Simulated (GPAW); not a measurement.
# 1T-FeClBr monolayer in an electric field, part 2 of 2

Wanted: the out-of-plane polarisability of 1T-FeClBr monolayer.

GPAW 26.7.0; GPAW, PAW setups; layer in a repeated cell with vacuum, relaxation of atoms and in-plane cell (the session's first sound run).

So far, dipole along the normal (e·Å): step 2 (relaxing the atoms) -0.0191; step 3 (plane waves, PBE) -0.0151; step 4 (In a field) -0.0705; step 5 (field on) -0.0427.

### Step 8. In a field

Level of this step: GPAW, PAW setups; slab in vacuum (GPAW).

The input, run.py:

```python
import json
import numpy as np
from ase import Atoms
from gpaw import GPAW, PW
from gpaw.external import ConstantElectricField

slab = Atoms(
    ['Br', 'Fe', 'Cl'],
    positions=[
        [1.81918, 1.05030, 9.00000],
        [-0.00000, 0.00000, 10.55304],
        [0.00000, 2.10061, 11.89151]],
    cell=[[3.63835, 0.0, 0.0], [-1.81918, 3.15091, 0.0], [0.0, 0.0, 20.8915]],
    pbc=[True, True, False],
    magmoms=[0.0, 4.0, 0.0])

slab.calc = GPAW(mode=PW(400), xc='PBE', kpts={'size': (9, 9, 1), 'gamma': True},
                 occupations={'name': 'fermi-dirac', 'width': 0.05}, nbands='160%',
                 convergence={'density': 1e-05}, maxiter=200,
                 poissonsolver={'dipolelayer': 'xy'},
                 external=ConstantElectricField(0.1, [0, 0, 1]),
                 symmetry={'tolerance': 1e-3}, txt='slab.txt')
result = {}
energy = slab.get_potential_energy()
fermi = slab.calc.get_fermi_level()
v = slab.calc.get_electrostatic_potential().mean((0, 1)) - fermi
n = slab.calc.get_pseudo_density().mean((0, 1))
L = slab.cell[2, 2]
z = np.arange(len(v)) * L / len(v)
low, high = slab.positions[:, 2].min(), slab.positions[:, 2].max()
below, above = np.interp([low - 6.8, high + 6.8], z, v)
slopes = [np.interp(x, z, np.gradient(v, z)) for x in (low - 6.8, high + 6.8)]
eps = np.array([[slab.calc.get_eigenvalues(k, s) for k in range(len(slab.calc.get_ibz_k_points()))]
                for s in range(slab.calc.get_number_of_spins())]) - fermi
top, bottom = eps[eps < 0].max(), eps[eps > 0].min()
dipole = slab.get_dipole_moment()[2]
print(f'energy {energy:.4f} eV, Fermi level {fermi:.4f} eV, dipole {dipole:.5f} e A')
print(f'potential 6.8 A off the faces, from the Fermi level: lower {below:.4f} eV, upper {above:.4f} eV')
print(f'slope of the potential there: lower {slopes[0]:.5f}, upper {slopes[1]:.5f} eV/A')
print(f'nearest levels on the mesh: {top:.4f} and {bottom:.4f} eV')
print('magnetic moment', round(slab.get_magnetic_moment(), 3))
result.update(energy=energy, fermi=fermi, dipole=dipole, below=below, above=above, slopes=slopes, edges=[top, bottom],
              z=z.tolist(), v=v.tolist(), n=n.tolist(), positions=slab.positions.tolist(),
              forces=slab.get_forces(apply_constraint=False).tolist(), moments=slab.get_magnetic_moments().tolist())
json.dump(result, open('result.json', 'w'))
```

Run with:

```sh
> OMP_NUM_THREADS=1 OPENBLAS_NUM_THREADS=1 python run.py
```

Log:

```text
energy -14.0042 eV, Fermi level -2.5694 eV, dipole 0.01289 e A
potential 6.8 A off the faces, from the Fermi level: lower 5.3855 eV, upper 5.1821 eV
slope of the potential there: lower -0.00001, upper -0.00001 eV/A
nearest levels on the mesh: -0.0917 and 0.0202 eV
magnetic moment 4.0
```

It took 2.5 min on 1 thread of Arm Neoverse V2, shared host; peak memory 0.36 GiB.

Table of electrostatic potential energy of an electron (without an applied field's), less the Fermi level, planar mean by z:

| z (Å) | electrostatic potential energy of an electron (without an applied field's), less the Fermi level, planar mean (eV) |
| --- | --- |
| 0.0 | 5.28 |
| 0.5 | 5.39 |
| 1.0 | 5.39 |
| 1.5 | 5.39 |
| 2.0 | 5.39 |
| 2.5 | 5.39 |
| 3.0 | 5.39 |
| 3.5 | 5.39 |
| 4.0 | 5.39 |
| 4.5 | 5.39 |
| 5.0 | 5.39 |
| 5.5 | 5.38 |
| 6.0 | 5.38 |
| 6.5 | 5.37 |
| 7.0 | 5.30 |
| 7.5 | 4.97 |
| 8.0 | 3.35 |
| 8.5 | -3.69 |
| 9.0 | -13.4 |
| 9.5 | -5.72 |
| 10.0 | -3.91 |
| 10.5 | -10.2 |
| 11.0 | -5.65 |
| 11.5 | -7.08 |
| 12.0 | -12.5 |
| 12.5 | 0.0970 |
| 13.0 | 4.25 |
| 13.5 | 5.01 |
| 14.0 | 5.15 |
| 14.5 | 5.18 |
| 15.0 | 5.18 |
| 15.5 | 5.18 |
| 16.0 | 5.18 |
| 16.5 | 5.18 |
| 17.0 | 5.18 |
| 17.5 | 5.18 |
| 18.0 | 5.18 |
| 18.5 | 5.18 |
| 19.0 | 5.18 |
| 19.5 | 5.18 |
| 20.0 | 5.18 |
| 20.5 | 5.19 |

The dipole is now 0.0129 e Å, against -0.015 in the run without a field.

### Step 9. In a field

run.py, as its differences from that of step 8:

```diff
@@ -20,3 +20,3 @@
                  poissonsolver={'dipolelayer': 'xy'},
-                 external=ConstantElectricField(0.1, [0, 0, 1]),
+                 external=ConstantElectricField(0.2, [0, 0, 1]),
                  symmetry={'tolerance': 1e-3}, txt='slab.txt')
```

Log:

```text
energy -14.0069 eV, Fermi level -2.5785 eV, dipole 0.04070 e A
potential 6.8 A off the faces, from the Fermi level: lower 5.6168 eV, upper 4.9744 eV
slope of the potential there: lower -0.00001, upper -0.00002 eV/A
nearest levels on the mesh: -0.0917 and 0.0203 eV
magnetic moment 4.0
```

It took 2.5 min on 1 thread; peak memory 0.36 GiB.

The dipole is now 0.0407 e Å, against -0.015 in the run without a field.

### Step 10. In a field

run.py, as its differences from that of step 9:

```diff
@@ -20,3 +20,3 @@
                  poissonsolver={'dipolelayer': 'xy'},
-                 external=ConstantElectricField(0.2, [0, 0, 1]),
+                 external=ConstantElectricField(0.3, [0, 0, 1]),
                  symmetry={'tolerance': 1e-3}, txt='slab.txt')
```

Log:

```text
energy -14.0123 eV, Fermi level -2.5883 eV, dipole 0.06853 e A
potential 6.8 A off the faces, from the Fermi level: lower 5.8492 eV, upper 4.7675 eV
slope of the potential there: lower -0.00001, upper -0.00002 eV/A
nearest levels on the mesh: -0.0917 and 0.0204 eV
magnetic moment 4.0
```

Wall time 2.5 min (1 thread); peak memory 0.36 GiB.

Electrostatic potential energy of an electron (without an applied field's), less the Fermi level, planar mean against z:

```csv
z (Å),"electrostatic potential energy of an electron (without an applied field's), less the Fermi level, planar mean (eV)"
0.0,5.31
0.5,5.85
1.0,5.85
1.5,5.85
2.0,5.85
2.5,5.85
3.0,5.85
3.5,5.85
4.0,5.85
4.5,5.85
5.0,5.85
5.5,5.85
6.0,5.84
6.5,5.83
7.0,5.75
7.5,5.41
8.0,3.75
8.5,-3.35
9.0,-13.2
9.5,-5.56
10.0,-3.84
10.5,-10.2
11.0,-5.74
11.5,-7.26
12.0,-12.8
12.5,-0.241
13.0,3.87
13.5,4.61
14.0,4.74
14.5,4.76
15.0,4.77
15.5,4.77
16.0,4.77
16.5,4.77
17.0,4.77
17.5,4.77
18.0,4.77
18.5,4.77
19.0,4.77
19.5,4.77
20.0,4.77
20.5,4.80
```

The dipole is now 0.0685 e Å, against -0.015 in the run without a field.

### Step 11. The series

The members are put on one axis.

This step: induced dipole against applied field (GPAW 26.7.0).

Table of dipole along the normal by field:

```csv
field (V/Å),dipole along the normal (e·Å)
-0.200,-0.0705
-0.100,-0.0427
-0.050,-0.0288
0.000,-0.0151
0.050,-0.00101
0.100,0.0129
0.200,0.0407
0.300,0.0685
```

### Step 12. A changed run

One more run, with changed settings.

This step: GPAW, PAW setups; slab in vacuum (GPAW 26.7.0).

run.py, as its differences from that of step 10:

```diff
@@ -4,3 +4,2 @@
 from gpaw import GPAW, PW
-from gpaw.external import ConstantElectricField
 
@@ -18,5 +17,4 @@
                  occupations={'name': 'fermi-dirac', 'width': 0.05}, nbands='160%',
-                 convergence={'density': 1e-05}, maxiter=200,
+                 convergence={'density': 1e-05}, maxiter=6,
                  poissonsolver={'dipolelayer': 'xy'},
-                 external=ConstantElectricField(0.3, [0, 0, 1]),
                  symmetry={'tolerance': 1e-3}, txt='slab.txt')
```

Log:

```text
gpaw.KohnShamConvergenceError
```

Wall time 22 s (1 thread); peak memory 0.25 GiB.

No converged result was reached; the numbers in the log don't describe the system.

The fault put into the input: too few SCF iterations (maxiter = 6).

### Step 13. Outcome

| Item | Value |
| --- | --- |
| work function, upper and lower face | 5.391 and 5.155 eV |
| dipole along the normal | -0.0151 e Å |
| induced dipole per field | 0.278 e Å per V/Å |
| out-of-plane polarisability per area, α/(ε0 A) | 4.39 Å |

The field induces 0.278 e Å per V/Å, a polarisable thickness α/(ε0 A) of 4.39 Å beside 2.89 Å between the outermost nuclei. A perfect conductor would give the distance between its two image planes; a dielectric of thickness t gives t(1 - 1/ε). The two faces differ by 0.24 eV, the step that the slab's dipole makes (e p/(ε0 A) gives 0.24 eV), so the dipole layer is needed. The induced dipole is linear in the field over this range. The starting lattice was a guess from atomic radii; the relaxation moved it by 5 %. The relaxation of atoms and cell ran in a fully periodic cell without the dipole layer, so the atoms of this polar layer felt a small spurious field. One magnetic start was tried; another order may lie lower. The layer's cell and atoms come from the relaxation; spin-orbit coupling and temperature are left out.

[Logs are printed without paths, hosts, clocks, repeated set-up lines and the standing remarks that a program may print on its own settings, such as how far it seeks lower states.]

[Hosts, paths, dates, database ids (printed as entryN), source tags and the programs' standing remarks are cut or masked in the printed files.]
